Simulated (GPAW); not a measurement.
# How the smearing moves the magnetism of 1 ML Co on Os(0001), fcc site, 2 substrate layers

Wanted: the cheapest choice of the smearing that holds the magnetic results of 1 ML Co on Os(0001), fcc site, 2 substrate layers.

Calculated with GPAW 26.7.0; LDA; plane waves with GPAW's PAW setups, scalar-relativistic.

Report form: the programs' logs are mostly left out.

### 1. Set-up

The cell holds 3 atoms: 2 Os and 1 Co. Its edges and angles: a = 2.734 Å, b = 2.734 Å, c = 18.247 Å, α = 90.0°, β = 90.0°, γ = 120.0°. pseudomorphic film on the substrate's lattice, hard-sphere layer spacings, unrelaxed, 14 A of vacuum. Vacuum lies along c.

As a file:

```
Os Co
1.0
     2.73410    0.00000    0.00000
    -1.36705    2.36780    0.00000
     0.00000    0.00000   18.24724
Os Co
2 1
Direct
  0.00000 0.00000 0.38362
  0.66667 0.33333 0.50199
  0.33333 0.66667 0.61638
```

### 2. Rung 1 (width 0.4 eV), start ferro +

A wide smearing converges easily but acts like a high temperature on the moments; each rung narrows it.

order1.py reads:

```python
import json
import numpy as np
from ase import Atoms
from ase.parallel import paropen, parprint
from gpaw import GPAW

atoms = Atoms(['Os', 'Os', 'Co'],
    cell=[[2.7341, 0.0, 0.0],
         [-1.36705, 2.3678, 0.0],
         [0.0, 0.0, 18.247237]],
    scaled_positions=[[0.0, 0.0, 0.38362],
         [0.666667, 0.333333, 0.501986],
         [0.333333, 0.666667, 0.61638]],
    pbc=True,
    magmoms=[0.0, 0.0, 2.0])
atoms.calc = GPAW(mode={'name': 'pw', 'ecut': 550},
    xc='LDA',
    kpts={'size': (12, 12, 1), 'gamma': True},
    occupations={'name': 'fermi-dirac', 'width': 0.4},
    convergence={'density': 1e-05, 'energy': 1e-05},
    maxiter=200,
    symmetry={'tolerance': 1e-4},
    txt='order1.txt')
e = atoms.get_potential_energy(force_consistent=True)
res = {'free_energy': e, 'energy_sigma0': atoms.get_potential_energy(), 'fermi_energy': atoms.calc.get_fermi_level()}
res['moments'] = atoms.get_magnetic_moments().tolist()
res['total'] = atoms.get_magnetic_moment()
parprint('site moments (muB):', np.round(res['moments'], 3))
parprint(f"total moment: {res['total']:.3f} muB")
parprint(f'free energy: {e:.6f} eV')
atoms.calc.write('order1.gpw')
with paropen('results.json', 'w') as f:
    json.dump(res, f)
```

On the command line:

```console
> OMP_NUM_THREADS=1 mpirun -n 4 gpaw python order1.py > order1.log
```

Wall time 25 s (4 MPI ranks of Intel Xeon Platinum 8488C (Sapphire Rapids), shared host); peak memory 0.88 GiB; 97 s of CPU time.

Spin moment in the augmentation sphere by atom:

```tsv
atom	spin moment in the augmentation sphere (μB)
Os1	-0.025
Os2	0.009
Co3	0.963
```

Numbers from this step:

| Quantity | Value |
| --- | --- |
| magnetization | 0.9656 μB |
| final state | ferromagnetic |

After 23 cycles the largest moment stands at 0.963 μB.

### 3. Rung 1 (width 0.4 eV), start antiferro q=(0,1/2,0) +-

The second start gives the energy difference between the two end states, the quantity that is followed up the ladder. Its q is in fractions of the reciprocal vectors of the first run's cell.

order2.py reads:

```python
import json
import numpy as np
from ase import Atoms
from ase.parallel import paropen, parprint
from gpaw import GPAW

atoms = Atoms(['Os', 'Os', 'Os', 'Os', 'Co', 'Co'],
    cell=[[2.7341, 0.0, 0.0],
         [-2.7341, 4.7356, 0.0],
         [0.0, 0.0, 18.247237]],
    scaled_positions=[[0.0, 0.0, 0.38362],
         [0.0, 0.5, 0.38362],
         [0.666667, 0.1666665, 0.501986],
         [0.666667, 0.6666665, 0.501986],
         [0.333333, 0.3333335, 0.61638],
         [0.333333, 0.8333335, 0.61638]],
    pbc=True,
    magmoms=[0.0, 0.0, 0.0, 0.0, 2.0, -2.0])
atoms.calc = GPAW(mode={'name': 'pw', 'ecut': 550},
    xc='LDA',
    kpts={'size': (12, 6, 1), 'gamma': True},
    occupations={'name': 'fermi-dirac', 'width': 0.4},
    convergence={'density': 1e-05, 'energy': 1e-05},
    maxiter=200,
    symmetry={'tolerance': 1e-4},
    txt='order2.txt')
e = atoms.get_potential_energy(force_consistent=True)
res = {'free_energy': e, 'energy_sigma0': atoms.get_potential_energy(), 'fermi_energy': atoms.calc.get_fermi_level()}
res['moments'] = atoms.get_magnetic_moments().tolist()
res['total'] = atoms.get_magnetic_moment()
parprint('site moments (muB):', np.round(res['moments'], 3))
parprint(f"total moment: {res['total']:.3f} muB")
parprint(f'free energy: {e:.6f} eV')
atoms.calc.write('order2.gpw')
with paropen('results.json', 'w') as f:
    json.dump(res, f)
```

On the command line:

```console
> OMP_NUM_THREADS=1 mpirun -n 4 gpaw python order2.py > order2.log
```

Wall time 3.5 min (4 MPI ranks); peak memory 1.5 GiB; 14 min of CPU time.

Spin moment in the augmentation sphere by atom:

```tsv
atom	spin moment in the augmentation sphere (μB)
Os1	-0.006
Os2	0.006
Os3	0.001
Os4	-0.001
Co5	0.510
Co6	-0.510
```

Numbers from this step:

```
magnetization : 0 μB
final state   : antiferromagnetic
```

This start lies +7.7 meV a seeded atom from the first; its largest moment is 0.510 μB.

### 4. Rung 2 (width 0.2 eV), start ferro +

order1.py is the script of step 2 with these lines changed:

```diff
@@ -18,3 +18,3 @@
     kpts={'size': (12, 12, 1), 'gamma': True},
-    occupations={'name': 'fermi-dirac', 'width': 0.4},
+    occupations={'name': 'fermi-dirac', 'width': 0.2},
     convergence={'density': 1e-05, 'energy': 1e-05},
```

On the command line:

```console
> OMP_NUM_THREADS=1 mpirun -n 4 gpaw python order1.py > order1.log
```

Wall time 23 s (4 MPI ranks); peak memory 0.88 GiB.

This step gave:

```yaml
magnetization: 1.392 μB
final_state: ferromagnetic
largest_moment: 1.487 μB
```

The largest moment moves by +0.52 μB from rung 1, at 0.93 times its CPU time.

### 5. Rung 2 (width 0.2 eV), start antiferro q=(0,1/2,0) +-

order2.py is the script of step 3 with these lines changed:

```diff
@@ -21,3 +21,3 @@
     kpts={'size': (12, 6, 1), 'gamma': True},
-    occupations={'name': 'fermi-dirac', 'width': 0.4},
+    occupations={'name': 'fermi-dirac', 'width': 0.2},
     convergence={'density': 1e-05, 'energy': 1e-05},
```

On the command line:

```console
> OMP_NUM_THREADS=1 mpirun -n 4 gpaw python order2.py > order2.log
```

Run time: 3.2 min. Hardware: 4 MPI ranks; peak memory 1.6 GiB; 13 min of CPU time.

Numbers from this step:

```
magnetization  : 0 μB
final state    : antiferromagnetic
largest moment : 1.144 μB
```

This start lies +53.1 meV a seeded atom from the first, a change of +45.4 meV since rung 1; its largest moment is 1.14 μB.

### 6. Rung 3 (width 0.1 eV), start ferro +

order1.py is the script of step 4 with these lines changed:

```diff
@@ -18,3 +18,3 @@
     kpts={'size': (12, 12, 1), 'gamma': True},
-    occupations={'name': 'fermi-dirac', 'width': 0.2},
+    occupations={'name': 'fermi-dirac', 'width': 0.1},
     convergence={'density': 1e-05, 'energy': 1e-05},
```

On the command line:

```console
> OMP_NUM_THREADS=1 mpirun -n 4 gpaw python order1.py > order1.log
```

Elapsed: 22 s, on 4 MPI ranks; peak memory 0.89 GiB.

Numbers from this step:

```
magnetization  : 1.352 μB
final state    : ferromagnetic
largest moment : 1.532 μB
```

The largest moment moves by +0.04 μB from rung 2, at 0.97 times its CPU time.

### 7. Rung 3 (width 0.1 eV), start antiferro q=(0,1/2,0) +-

order2.py is the script of step 5 with these lines changed:

```diff
@@ -21,3 +21,3 @@
     kpts={'size': (12, 6, 1), 'gamma': True},
-    occupations={'name': 'fermi-dirac', 'width': 0.2},
+    occupations={'name': 'fermi-dirac', 'width': 0.1},
     convergence={'density': 1e-05, 'energy': 1e-05},
```

On the command line:

```console
> OMP_NUM_THREADS=1 mpirun -n 4 gpaw python order2.py > order2.log
```

Elapsed: 3.2 min, on 4 MPI ranks; peak memory 1.6 GiB.

Read from the output:

```yaml
magnetization: 0 μB
final_state: antiferromagnetic
largest_moment: 1.214 μB
```

This start lies +76.7 meV a seeded atom from the first, a change of +23.6 meV since rung 2; its largest moment is 1.21 μB.

### 8. Rung 4 (width 0.05 eV), start ferro +

order1.py is the script of step 6 with these lines changed:

```diff
@@ -18,3 +18,3 @@
     kpts={'size': (12, 12, 1), 'gamma': True},
-    occupations={'name': 'fermi-dirac', 'width': 0.1},
+    occupations={'name': 'fermi-dirac', 'width': 0.05},
     convergence={'density': 1e-05, 'energy': 1e-05},
```

On the command line:

```console
> OMP_NUM_THREADS=1 mpirun -n 4 gpaw python order1.py > order1.log
```

The job ended after 23 s (4 MPI ranks; peak memory 0.89 GiB).

This step gave:

| Property | Result |
| --- | --- |
| magnetization | 1.342 μB |
| final state | ferromagnetic |
| largest moment | 1.537 μB |

The largest moment is that of rung 3, at 1.0 times its CPU time.

### 9. Rung 4 (width 0.05 eV), start antiferro q=(0,1/2,0) +-

order2.py is the script of step 7 with these lines changed:

```diff
@@ -21,3 +21,3 @@
     kpts={'size': (12, 6, 1), 'gamma': True},
-    occupations={'name': 'fermi-dirac', 'width': 0.1},
+    occupations={'name': 'fermi-dirac', 'width': 0.05},
     convergence={'density': 1e-05, 'energy': 1e-05},
```

On the command line:

```console
> OMP_NUM_THREADS=1 mpirun -n 4 gpaw python order2.py > order2.log
```

Elapsed: 3 min, on 4 MPI ranks; peak memory 1.6 GiB.

Read from the output:

```yaml
magnetization: 0 μB
final_state: antiferromagnetic
largest_moment: 1.230 μB
```

This start lies +83.4 meV a seeded atom from the first, a change of +6.6 meV since rung 3; its largest moment is 1.23 μB.

### 10. Rung 5 (width 0.02 eV), start ferro +

order1.py is the script of step 8 with these lines changed:

```diff
@@ -18,3 +18,3 @@
     kpts={'size': (12, 12, 1), 'gamma': True},
-    occupations={'name': 'fermi-dirac', 'width': 0.05},
+    occupations={'name': 'fermi-dirac', 'width': 0.02},
     convergence={'density': 1e-05, 'energy': 1e-05},
```

On the command line:

```console
> OMP_NUM_THREADS=1 mpirun -n 4 gpaw python order1.py > order1.log
```

Wall time 23 s (4 MPI ranks); peak memory 0.89 GiB; 92 s of CPU time.

Read from the output:

| Item | Value |
| --- | --- |
| magnetization | 1.337 μB |
| final state | ferromagnetic |
| largest moment | 1.533 μB |

The largest moment is that of rung 4, at 1.0 times its CPU time.

### 11. Rung 5 (width 0.02 eV), start antiferro q=(0,1/2,0) +-

order2.py is the script of step 9 with these lines changed:

```diff
@@ -21,3 +21,3 @@
     kpts={'size': (12, 6, 1), 'gamma': True},
-    occupations={'name': 'fermi-dirac', 'width': 0.05},
+    occupations={'name': 'fermi-dirac', 'width': 0.02},
     convergence={'density': 1e-05, 'energy': 1e-05},
```

On the command line:

```console
> OMP_NUM_THREADS=1 mpirun -n 4 gpaw python order2.py > order2.log
```

The job ended after 3.2 min (4 MPI ranks; peak memory 1.6 GiB; 13 min of CPU time).

This step gave:

| Item | Value |
| --- | --- |
| magnetization | 0 μB |
| final state | antiferromagnetic |
| largest moment | 1.228 μB |

This start lies +84.6 meV a seeded atom from the first, a change of +1.3 meV since rung 4; its largest moment is 1.23 μB.

### 12. The rungs together

Ladder, by row:

```tsv
rung	smearing (eV)	state from the first start	state from the second start	second less first (meV a seeded atom)	moment, first (μB)	moment, second (μB)	CPU time (s)
1	0.4	ferromagnetic	antiferromagnetic	7.73	0.9626	0.5105	944.3
2	0.2	ferromagnetic	antiferromagnetic	53.11	1.487	1.144	867.2
3	0.1	ferromagnetic	antiferromagnetic	76.74	1.532	1.214	847.4
4	0.05	ferromagnetic	antiferromagnetic	83.37	1.537	1.23	802.2
5	0.02	ferromagnetic	antiferromagnetic	84.63	1.533	1.228	847.2
```

### 13. Outcome

| Item | Value |
| --- | --- |
| range of the moment in the table, first start | 0.963 to 1.54 μB |
| range of CPU time | 13 min to 16 min |
| range of the energy difference | 7.73 to 84.6 meV a seeded atom |
| first rung from which all stay within 4.2 meV of the last | 4 |

What this shows: From rung 4 on the result stays within 1.3 meV of the last rung, inside the margin of 4.2 meV set for it, at 95 % of the last rung's cost. The first start ends lower on every rung of the table; whether functional and cell give the true order is another question. The mesh stays the same, and a narrow smearing needs a finer one, so the last rung is no sure reference.

[Logs and program files are shortened in this print: banners, set-up blocks, solver, clock and traceback lines can be left out without a mark of their own.]

[Logs are printed without paths, hosts, clocks, repeated set-up lines and the standing remarks that a program may print on its own settings, such as how far it seeks lower states.]

[Hosts, paths, dates, database ids (printed as entryN), source tags and the programs' standing remarks are cut or masked in the printed files.]

[Where a cell is said to come from a database of computed structures, the database is the Materials Project.]
